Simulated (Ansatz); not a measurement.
# SrPbSe3 (model cell, started as cubic perovskite with Pb in the octahedra): following an unstable mode, part 2 of 3

Aim: this structure of SrPbSe3 (model cell, started as cubic perovskite with Pb in the octahedra) is to be tested for unstable modes, and one is followed downhill.

Ansatz 0.2.0; DFT PBE, scalar-relativistic, plane waves, PAW; PAW set soft_1.

So far, highest frequency on the path or at a solved wavevector (cm⁻¹): step 2 (phonons on a q mesh) 198. Also lowest frequency on the path (cm⁻¹): step 2 -90.1.

The structure was built from a prototype and need not be the compound's stable phase.

## 4. The mode frozen in, largest atomic shift 0.6 Å

The atoms are moved along the unstable eigenvector, the largest shift by 0.6 Å, with the cell fixed.

File input.yaml:

```yaml
crystal:
  lattice:
    - [-5.4577123742, 0.0, 0.0]
    - [0.0, -5.4577123742, -5.4577123742]
    - [0.0, -5.4577123742, 5.4577123742]
  atoms:
    - { symbol: Sr, position: [0.0, 0.5406171201, 0.5] }
    - { symbol: Sr, position: [0.0, 0.9593828799, 1.0] }
    - { symbol: Pb, position: [0.5, 0.0065620105, 0.5] }
    - { symbol: Pb, position: [0.5, 0.4934379895, 0.0] }
    - { symbol: Se, position: [0.5, 0.25, 0.25] }
    - { symbol: Se, position: [0.5, 0.75, 0.75] }
    - { symbol: Se, position: [0.5, 0.25, 0.75] }
    - { symbol: Se, position: [0.5, 0.75, 0.25] }
    - { symbol: Se, position: [1.0, -0.0777366119, 0.5] }
    - { symbol: Se, position: [1.0, 0.5777366119, 0.0] }
kpoints:
  mp_grid: { grid: [8, 6, 6] }
hamiltonian:
  xc: pbe
  pseudopotentials: { kind: paw, azcp: { folder: soft_1 } }
scf:
  occupations: { method: methfessel_paxton, width: 0.2 }
output:
  forces: true
  stress: true
  eigenvalues: true
```

Launch:

```sh
$ ansatz run input.yaml --threads 4 --pin off --max-ram 16384MiB --backend cpu --events-out ev --progress --plain --runs-dir out
```

Numbers of over 12 decimals in the logs are rounded to 6 here.

The program printed:

```text
[...]
Crystal: 10 atoms, lattice volume = 325.134 Å³
Basis set: ecut = 420 eV, 6359 PW (Γ), exchange–correlation on 80×108×108 points (8 copies of the dense FFT grid, shifted against one another)
Bands: 87, of which v1, the nominal top of the filled ones, is band 72 counted from 1 (71 counted from 0)
Symmetry: 8 space group operations
[...]
k-points: 80 of 288
[...]
k-point 0: bands = [... 68 lower, 5.6094, 5.6289, 5.9508, 6.1125, 6.4969, 8.1187, 8.3272, 8.8821, ... 11 higher]
  k-point 1: bands = [... 68 lower, 5.5022, 5.6544, 5.8853, 5.9292, 6.3814, 7.6213, 8.3847, 9.2388, ... 11 higher]
  k-point 2: bands = [... 68 lower, 5.3685, 5.7003, 5.7819, 5.8201, 6.1898, 6.7198, 8.9151, 9.3887, ... 11 higher]
  k-point 79: bands = [... 68 lower, 5.8820, 5.8820, 6.2726, 6.2726, 7.5428, 7.5428, 9.6531, 9.6531, ... 11 higher]
[key lines of the parts left out:]
SCF converged after 9 iterations
Free energy (F): -63726.294188 eV
Fermi energy:    6.289130 eV
P = ⅓ Tr σ = 1.0566 GPa (10.566 kbar)
```

Elapsed: 45 s, on 4 threads of Arm Neoverse V1, shared host; peak memory 1.8 GiB.

Numbers from this step:

- pressure: 1.057 GPa
- energy from the undistorted cell: -37.22 meV/atom

The energy, extrapolated to zero smearing, is -37.22 meV/atom against the undistorted cell.

The run ends at a pressure of 1.06 GPa, with forces up to 0.30 eV/Å.

## 5. Energy along the mode, all amplitudes (two of the runs are shown above)

An imaginary frequency means negative curvature, so the energy should fall and then rise again as anharmonic terms take over.

This step gave:

```
depth at the lowest point sampled  : 37.22 meV/atom
largest atomic shift at that point : 0.6 Å
```

Energy from the parent against largest atomic shift:

```
largest atomic shift (Å)  energy from the parent (meV/atom)
                   0.000                                  0
                   0.040                             -0.439
                   0.080                              -1.73
                   0.140                              -5.13
                   0.220                              -12.0
                   0.320                              -22.8
                   0.450                              -36.1
                   0.600                              -37.2
```

Displacement at unit largest shift by atom:

```
atom  x (Å)   y (Å)   z (Å)   size
 Sr1  0.000  -0.369  -0.369  0.522
 Sr2  0.000   0.369   0.369  0.522
 Pb3  0.000  -0.060  -0.060  0.085
 Pb4  0.000   0.060   0.060  0.085
 Se5  0.000   0.000   0.000  0.000
 Se6  0.000   0.000   0.000  0.000
 Se7  0.000   0.000   0.000  0.000
 Se8  0.000   0.000   0.000  0.000
 Se9  0.000   0.707   0.707  1.000
Se10  0.000  -0.707  -0.707  1.000
```

The lowest of the steps tried is the last one, at 0.6 Å, 37.2 meV/atom below the parent; the bottom of the well need not coincide with a step.

## 6. Relaxation from the frozen mode

Starting from the lowest point found, all atoms and the cell are let go, so that strain and other modes of the same symmetry can join in.

Edit input.yaml of step 4 so:

```diff
@@ -27 +27,10 @@
   eigenvalues: true
+  write_density: true
+  write_potential: true
+  elf: true
+  volumetric_format: npy
+relax:
+  adjacent_minimum: "off"
+  f_tol: 0.002
+  max_steps: 120
+  cell: { stress_tol: 0.03 }
```

The program printed:

```text
[...]
Crystal: 10 atoms, lattice volume = 325.134 Å³
Basis set: ecut = 420 eV, 6359 PW (Γ), exchange–correlation on 80×108×108 points (8 copies of the dense FFT grid, shifted against one another)
Bands: 87, of which v1, the nominal top of the filled ones, is band 72 counted from 1 (71 counted from 0)
Symmetry: 8 space group operations
[...]
k-points: 80 of 288
[...]
SCF iter   1: F=—  HF=-63729.619741 eV  |F-HF|=—  |Δ(HF+E_count)|=         —  Δρ=3.29e-2  dr2=9.79e0  ethr=3.10e-3  ⟨swp⟩=8.3  Hψ=33682  notcnv=0
[...]
SCF iter   9: F=-63726.294188 eV  HF=-63726.294188 eV  |F-HF|=3.22e-8  |Δ(HF+E_count)|=   2.80e-7  S|Δr|=    0.00e0  Δρ=2.71e-6  dr2=4.46e-8  ethr=6.94e-11  ⟨swp⟩=19.3  Hψ=67635  notcnv=0
SCF 1 converged in 9 iterations: F = -63726.294188 eV  dr2 = 4.46e-8
[...]
relax step   1: F+E_penalty+E_count = -63726.29418774 eV  Δ(F+E_penalty+E_count) = +0.000e0 eV  max|allowed force component| = 2.095e-1 eV/Å  Δτ_max = 0.0000 Å  P = +1.057 GPa  Ω = 325.134 Å³  (9 SCF iters, dr2 threshold 1.00e-7 eV, accepted)
Crystal: 10 atoms, lattice volume = 333.064 Å³
Basis set: ecut = 420 eV, 6499 PW (Γ), exchange–correlation on 80×108×108 points (8 copies of the dense FFT grid, shifted against one another)
[...]
SCF iter   7: F=-63726.502257 eV  HF=-63726.502257 eV  |F-HF|=2.37e-7  |Δ(HF+E_count)|=   8.61e-7  S|Δr|=    0.00e0  Δρ=6.78e-6  dr2=3.31e-7  ethr=6.94e-10  ⟨swp⟩=15.5  Hψ=79723  notcnv=0
SCF 2 converged in 7 iterations: F = -63726.502257 eV  dr2 = 3.31e-7
relax step   2: F+E_penalty+E_count = -63726.50225651 eV  Δ(F+E_penalty+E_count) = -2.081e-1 eV  max|allowed force component| = 2.024e-1 eV/Å  Δτ_max = 0.0611 Å  P = -0.124 GPa  Ω = 333.064 Å³  energy of the carried Pulay correction = -5.010e-4 eV  (7 SCF iters, dr2 threshold 1.00e-6 eV, accepted)
Crystal: 10 atoms, lattice volume = 327.093 Å³
Basis set: ecut = 420 eV, 6391 PW (Γ), exchange–correlation on 80×108×108 points (8 copies of the dense FFT grid, shifted against one another)
[...]
SCF iter   8: F=-63726.566547 eV  HF=-63726.566547 eV  |F-HF|=2.03e-7  |Δ(HF+E_count)|=   1.17e-7  S|Δr|=    0.00e0  Δρ=4.29e-6  dr2=1.91e-7  ethr=6.94e-10  ⟨swp⟩=14.2  Hψ=72266  notcnv=0
SCF 3 converged in 8 iterations: F = -63726.566547 eV  dr2 = 1.91e-7
  Residual-converged pass: ⟨swp⟩=1.1  Hψ=7284  notcnv=0  max |occ|·‖R‖ = 7.1e-9 eV (tolerance 1.0e-8 eV)  dr2=1.91e-7  dr2_onsite=5.19e-8  max |Δocc| = 4.9e-11
[...]
relax step   3: F+E_penalty+E_count = -63726.56654699 eV  Δ(F+E_penalty+E_count) = -6.429e-2 eV  max|allowed force component| = 7.522e-2 eV/Å  Δτ_max = 0.1290 Å  P = +0.085 GPa  Ω = 327.093 Å³  energy of the carried Pulay correction = -1.249e-4 eV  (8 SCF iters, dr2 threshold 1.00e-6 eV, accepted)
[... from here on, the SCF cycles and remarks between the steps are left out ...]
relax step   4: F+E_penalty+E_count = -63726.58614187 eV  Δ(F+E_penalty+E_count) = -1.959e-2 eV  max|allowed force component| = 5.021e-2 eV/Å  Δτ_max = 0.0254 Å  P = +0.061 GPa  Ω = 326.822 Å³  energy of the carried Pulay correction = -1.077e-4 eV  (7 SCF iters, dr2 threshold 7.86e-7 eV, accepted)
relax step   5: F+E_penalty+E_count = -63726.60467850 eV  Δ(F+E_penalty+E_count) = -1.854e-2 eV  max|allowed force component| = 3.838e-1 eV/Å  Δτ_max = 0.1735 Å  P = +0.659 GPa  Ω = 321.452 Å³  energy of the carried Pulay correction = +2.367e-4 eV  (8 SCF iters, dr2 threshold 5.76e-7 eV, accepted)
relax step   6: F+E_penalty+E_count = -63726.84178144 eV  Δ(F+E_penalty+E_count) = -2.371e-1 eV  max|allowed force component| = 3.594e-1 eV/Å  Δτ_max = 0.2000 Å  P = +0.785 GPa  Ω = 318.289 Å³  energy of the carried Pulay correction = +4.423e-4 eV  (8 SCF iters, dr2 threshold 1.00e-6 eV, accepted)
relax step   7: F+E_penalty+E_count = -63727.10382642 eV  Δ(F+E_penalty+E_count) = -2.620e-1 eV  max|allowed force component| = 2.403e-1 eV/Å  Δτ_max = 0.1949 Å  P = +0.423 GPa  Ω = 320.498 Å³  energy of the carried Pulay correction = +2.986e-4 eV  (7 SCF iters, dr2 threshold 1.00e-6 eV, accepted)
relax step   8: F+E_penalty+E_count = -63727.39546993 eV  Δ(F+E_penalty+E_count) = -2.916e-1 eV  max|allowed force component| = 4.203e-1 eV/Å  Δτ_max = 0.1950 Å  P = +0.201 GPa  Ω = 319.378 Å³  energy of the carried Pulay correction = +3.713e-4 eV  (7 SCF iters, dr2 threshold 1.00e-6 eV, accepted)
relax step   9: F+E_penalty+E_count = -63727.70236007 eV  Δ(F+E_penalty+E_count) = -3.069e-1 eV  max|allowed force component| = 4.281e-1 eV/Å  Δτ_max = 0.1954 Å  P = -0.291 GPa  Ω = 318.628 Å³  energy of the carried Pulay correction = +4.202e-4 eV  (7 SCF iters, dr2 threshold 1.00e-6 eV, accepted)
relax step  10: F+E_penalty+E_count = -63727.93146194 eV  Δ(F+E_penalty+E_count) = -2.291e-1 eV  max|allowed force component| = 2.162e-1 eV/Å  Δτ_max = 0.1948 Å  P = -0.114 GPa  Ω = 316.451 Å³  energy of the carried Pulay correction = +5.627e-4 eV  (8 SCF iters, dr2 threshold 1.00e-6 eV, accepted)
relax step  11: F+E_penalty+E_count = -63728.02527023 eV  Δ(F+E_penalty+E_count) = -9.381e-2 eV  max|allowed force component| = 3.082e-2 eV/Å  Δτ_max = 0.1925 Å  P = +0.406 GPa  Ω = 314.102 Å³  energy of the carried Pulay correction = +7.176e-4 eV  (8 SCF iters, dr2 threshold 1.00e-6 eV, accepted)
relax step  12: F+E_penalty+E_count = -63728.01856913 eV  Δ(F+E_penalty+E_count) = +6.701e-3 eV  max|allowed force component| = 6.628e-2 eV/Å  Δτ_max = 0.0454 Å  P = -0.220 GPa  Ω = 319.703 Å³  energy of the carried Pulay correction = +3.502e-4 eV  (7 SCF iters, dr2 threshold 8.82e-7 eV, rejected (line search))
relax step  13: F+E_penalty+E_count = -63728.03297655 eV  Δ(F+E_penalty+E_count) = -7.706e-3 eV  max|allowed force component| = 3.952e-2 eV/Å  Δτ_max = 0.0209 Å  P = -0.052 GPa  Ω = 318.392 Å³  energy of the carried Pulay correction = +4.356e-4 eV  (11 SCF iters, accepted)
relax step  14: F+E_penalty+E_count = -63728.03401998 eV  Δ(F+E_penalty+E_count) = -1.043e-3 eV  max|allowed force component| = 2.250e-2 eV/Å  Δτ_max = 0.0178 Å  P = +0.010 GPa  Ω = 318.701 Å³  energy of the carried Pulay correction = +4.154e-4 eV  (7 SCF iters, dr2 threshold 9.76e-8 eV, accepted)
relax step  15: F+E_penalty+E_count = -63728.03449745 eV  Δ(F+E_penalty+E_count) = -4.775e-4 eV  max|allowed force component| = 1.770e-3 eV/Å  Δτ_max = 0.0058 Å  P = -0.009 GPa  Ω = 318.835 Å³  energy of the carried Pulay correction = +4.067e-4 eV  (6 SCF iters, dr2 threshold 3.16e-8 eV, accepted)
relax step  16: F+E_penalty+E_count = -63728.03992996 eV  Δ(F+E_penalty+E_count) = -5.433e-3 eV  max|allowed force component| = 1.526e-3 eV/Å  Δτ_max = 0.0000 Å  P = +0.027 GPa  Ω = 318.835 Å³  stress off target by 8.26e-2 GPa  SCF on the basis re-selected at this cell (its energy is not comparable with the rows above)  (10 SCF iters)
relax step  17: F+E_penalty+E_count = -63728.03993855 eV  Δ(F+E_penalty+E_count) = -8.589e-6 eV  max|allowed force component| = 1.714e-3 eV/Å  Δτ_max = 0.0031 Å  P = -0.049 GPa  Ω = 319.460 Å³  energy of the carried Pulay correction = -3.688e-5 eV  (7 SCF iters, dr2 threshold 1.71e-8 eV, accepted)
relax step  18: F+E_penalty+E_count = -63728.04005853 eV  Δ(F+E_penalty+E_count) = -1.200e-4 eV  max|allowed force component| = 5.793e-4 eV/Å  Δτ_max = 0.0015 Å  P = -0.005 GPa  Ω = 319.060 Å³  energy of the carried Pulay correction = -1.233e-5 eV  (5 SCF iters, dr2 threshold 1.62e-8 eV, accepted)
[...]
SCF iter   7: F=-63728.040071 eV  HF=-63728.040071 eV  |F-HF|=1.46e-11  |Δ(HF+E_count)|=  2.69e-10  S|Δr|=    0.00e0  Δρ=3.40e-8  dr2=1.30e-11  ethr=1.00e-12  ⟨swp⟩=8.1  Hψ=35148  notcnv=0
SCF 19 converged in 7 iterations: F = -63728.040071 eV  dr2 = 1.30e-11
relax step  19: F+E_penalty+E_count = -63728.04007105 eV  Δ(F+E_penalty+E_count) = -1.252e-5 eV  max|allowed force component| = 5.587e-4 eV/Å  Δτ_max = 0.0000 Å  P = -0.005 GPa  Ω = 319.060 Å³  stress off target by 5.99e-3 GPa  SCF on the basis re-selected at this cell (its energy is not comparable with the rows above)  (7 SCF iters)
[...]
SCF converged after 7 iterations
[...]
Free energy (F): -63728.040071 eV
[...]
Internal energy: -63728.045961 eV  (E = F + TS)
E sigma→0 (E₀):  -63728.041544 eV
Entropy (-TS):   0.005890 eV (0.589 meV/atom)
Fermi energy:    7.595818 eV
[...]
--- Forces (eV/Å), atoms counted from 1 ---
  atom   1  Sr     0.00000000     0.00055869     0.00055869
  atom   2  Sr    -0.00000000    -0.00055869    -0.00055869
  atom   3  Pb    -0.00000000     0.00024950     0.00024950
  atom   4  Pb     0.00000000    -0.00024950    -0.00024950
  atom   5  Se     0.00000000     0.00000000    -0.00000000
  atom   6  Se     0.00000000    -0.00000000    -0.00000000
  atom   7  Se     0.00000000     0.00000000    -0.00000000
  atom   8  Se     0.00000000     0.00000000     0.00000000
  atom   9  Se     0.00000000    -0.00033533    -0.00033533
  atom  10  Se    -0.00000000     0.00033533     0.00033533
  max |Σ_I F_I| component: 4.34e-19 eV/Å
--- Stress (GPa, compression-positive) ---
       -0.004797      -0.000000       0.000000
       -0.000000      -0.005215      -0.000774
        0.000000      -0.000774      -0.005215
  P = ⅓ Tr σ = -0.0051 GPa (-0.051 kbar)
--- Band table (eV; the first three rows and the last of 80) ---
  k-point 0: bands = [... 68 lower, 5.6917, 5.7890, 6.4997, 6.7947, 8.1481, 8.4994, 8.6518, 8.6939, ... 11 higher]
  k-point 1: bands = [... 68 lower, 5.8660, 6.0223, 6.2395, 6.7310, 8.2636, 8.4980, 8.5749, 8.8008, ... 11 higher]
  k-point 2: bands = [... 68 lower, 6.0187, 6.0934, 6.6492, 6.8552, 7.7888, 7.9941, 9.1481, 9.3163, ... 11 higher]
  k-point 79: bands = [... 68 lower, 6.3090, 6.3090, 7.9958, 7.9958, 8.0997, 8.0997, 8.5436, 8.5436, ... 11 higher]
--- Relaxed structure (17 steps of the walk, 16 accepted, 2 SCFs on fresh bases) ---
  F+E_penalty+E_count = -63728.04007105 eV   max|allowed force component| = 5.587e-4 eV/Å   (the final SCF, on the basis selected at the relaxed cell)
  cell:  # Å, volume = 319.0605 Å³
    - [-4.335677, 0, 0]
    - [0, -6.206365, -6.206365]
    - [0, -5.928554, 5.928554]
  atoms:
    - { symbol: Sr, position: [0, 0.388799, 0.500000] }
    - { symbol: Sr, position: [0, 1.111201, 1.000000] }
    - { symbol: Pb, position: [0.5, -0.018491, 0.5] }
    - { symbol: Pb, position: [0.5, 0.518491, 0.0] }
    - { symbol: Se, position: [0.5, 0.25, 0.25] }
    - { symbol: Se, position: [0.5, 0.750000, 0.750000] }
    - { symbol: Se, position: [0.5, 0.250000, 0.75] }
    - { symbol: Se, position: [0.5, 0.750000, 0.25] }
    - { symbol: Se, position: [1.0, -0.255359, 0.500000] }
    - { symbol: Se, position: [1.0, 0.755359, -5.551115123125783e-17] }
```

Wall time 19 min (4 threads); peak memory 1.9 GiB.

Relaxation path:

```
step  energy less that of the first step (eV)  largest force component (eV/Å)  pressure (GPa)  volume (Å³)
   1                                   0.0000                          0.2095            1.06       325.13
   2                                  -0.2081                          0.2024           -0.12       333.06
   3                                  -0.2724                          0.0752            0.09       327.09
   4                                  -0.2920                          0.0502            0.06       326.82
   5                                  -0.3105                          0.3838            0.66       321.45
   6                                  -0.5476                          0.3594            0.78       318.29
   7                                  -0.8096                          0.2403            0.42       320.50
   8                                  -1.1013                          0.4203            0.20       319.38
   9                                  -1.4082                          0.4281           -0.29       318.63
  10                                  -1.6373                          0.2162           -0.11       316.45
  11                                  -1.7311                          0.0308            0.41       314.10
  12                                  -1.7244                          0.0663           -0.22       319.70
  13                                  -1.7388                          0.0395           -0.05       318.39
  14                                  -1.7398                          0.0225            0.01       318.70
  15                                  -1.7403                          0.0018           -0.01       318.84
 16*                                  -1.7457                          0.0015            0.03       318.84
  17                                  -1.7458                          0.0017           -0.05       319.46
  18                                  -1.7459                          0.0006           -0.01       319.06
 19*                                  -1.7459                          0.0006           -0.01       319.06
```

Relaxation steps marked * repeat the geometry before them on a plane-wave basis chosen anew for their cell, so energy and pressure can jump there. Relaxation step 12 was tried and not accepted.

Forces are held to the 8 operations that the run works with; a distortion that breaks them can't arise in this run.

```
     cell as run  before  after   change
           a (Å)   5.458  4.336  -20.6 %
           b (Å)   7.718  8.777  +13.7 %
           c (Å)   7.718  8.384   +8.6 %
volume (Å³/atom)   32.51  31.91   -1.9 %
```

The atoms that moved most (Å, as changes of fractional coordinates times the final cell):

```
atom     dx      dy      dz  length
Se10  0.000  -1.102  -1.102   1.559
 Se9  0.000   1.102   1.102   1.559
 Sr2  0.000  -0.942  -0.942   1.333
 Sr1  0.000   0.942   0.942   1.333
 Pb3  0.000   0.155   0.155   0.220
 Pb4  0.000  -0.155  -0.155   0.220
```

The relaxed structure:

```cif
data_structure
_symmetry_space_group_name_H-M 'P 1'
_symmetry_Int_Tables_number 1
_cell_length_a 4.3357
_cell_length_b 8.7771
_cell_length_c 8.3842
_cell_angle_alpha 90.000
_cell_angle_beta 90.000
_cell_angle_gamma 90.000
_cell_volume 319.06
loop_
_atom_site_label
_atom_site_type_symbol
_atom_site_fract_x
_atom_site_fract_y
_atom_site_fract_z
_atom_site_occupancy
Sr1 Sr 0.00000 0.38880 0.50000 1
Sr2 Sr 0.00000 0.11120 0.00000 1
Pb3 Pb 0.50000 0.98151 0.50000 1
Pb4 Pb 0.50000 0.51849 0.00000 1
Se5 Se 0.50000 0.25000 0.25000 1
Se6 Se 0.50000 0.75000 0.75000 1
Se7 Se 0.50000 0.25000 0.75000 1
Se8 Se 0.50000 0.75000 0.25000 1
Se9 Se 0.00000 0.74464 0.50000 1
Se10 Se 0.00000 0.75536 0.00000 1
```

Numbers from this step:

```yaml
pressure: -0.005075 GPa
volume_per_atom: 31.91 Å³
```

Electrostatic potential energy in the ab plane at fractional z = 0.000, with atoms of Sr and Pb and Se within 0.2 Å of it. With pseudopotentials it is smooth inside the atoms' cores, unlike the true potential.

Ten even steps from '_' (-70 eV) to '@' (11 eV), each cell a mean:
```
%%%%@@@@@@@@@@@@@@@@@@@@@@%%
@@@@@@@@@@@@@@@@@@@@@@@@@@@@
%%@@@@@@@@@@@@@@@@@@@@@@@@@@
####%%@@@@@@@@@@@@@@@@@@%%##
@@%%##%%@@@@@@@@@@@@@@%%##%%
@@@@##%%@@@@@@@@@@@@@@##%%@@
@@%%##%%@@@@@@@@@@@@@@####@@
####%%@@@@@@@@@@@@@@@@%%####
%%%%@@@@@@%%######%%@@@@@@%%
@@@@@@@@%%++======**%%@@@@@@
@@@@@@%%**==========##@@@@@@
@@@@@@%%++====++====##@@@@@@
@@@@@@%%##========++##@@@@@@
@@@@@@@@%%##++++**##%%@@@@@@
@@@@@@@@@@@@%%%%%%@@@@@@@@@@
@@@@@@@@@@@@@@@@@@@@@@@@@@@@
@@@@@@@@@@@@@@@@@@@@@@@@@@@@
%%%%@@@@@@@@@@@@@@@@@@@@@@%%
####%%@@@@@@@@@@@@@@@@%%%%##
__::**%%@@@@@@@@@@@@%%%%++..
____--##%%@@@@@@@@@@%%**..__
____--##%%@@@@@@@@@@%%**..__
__::**%%@@@@@@@@@@@@%%##==..
**##%%%%@@@@@@@@@@@@@@%%%%##
```
Columns run along a (4.3 Å; values clipped at the 3rd and 97th percentile), rows up along b (8.8 Å). Atoms in or near the plane, at fractional coordinates: Sr at (0.00, 0.11), Pb at (0.50, 0.52), Se at (0.00, 0.76).

Valence density in the ab plane at fractional z = 0.000, with atoms of Sr and Pb and Se within 0.2 Å of it. It is the smooth field of the valence electrons, not physical close to the nuclei.

Ten steps, logarithmic in the rise over the least value, from '_' (0 e/Å³) to '@' (49 e/Å³), each cell a mean:
```
____________________________
____________________________
....______________________..
::::..________________....::
##++::..______________..--**
@@##--..______________..==%%
##++::..______________..--**
--::....______________..::::
......____..........____....
________..::--==--::..______
______..::==++++++--..______
______..::==++**++--::______
________::--==++==--..______
________..::::--::..________
____________......__________
____________________________
____________________________
____________________________
::..____________________....
----::..______________..::--
------..______________::----
------..______________::----
----::..______________..----
::....__________________..::
```
Columns run along a (4.3 Å), rows up along b (8.8 Å). Atoms in or near the plane, at fractional coordinates: Sr at (0.00, 0.11), Pb at (0.50, 0.52), Se at (0.00, 0.76).

(Continued in part 3 of 3.)

[Logs are printed without paths, hosts, clocks, repeated set-up lines and the standing remarks that a program may print on its own settings, such as how far it seeks lower states.]

[Hosts, paths, dates, database ids (printed as entryN), source tags and the programs' standing remarks are cut or masked in the printed files.]
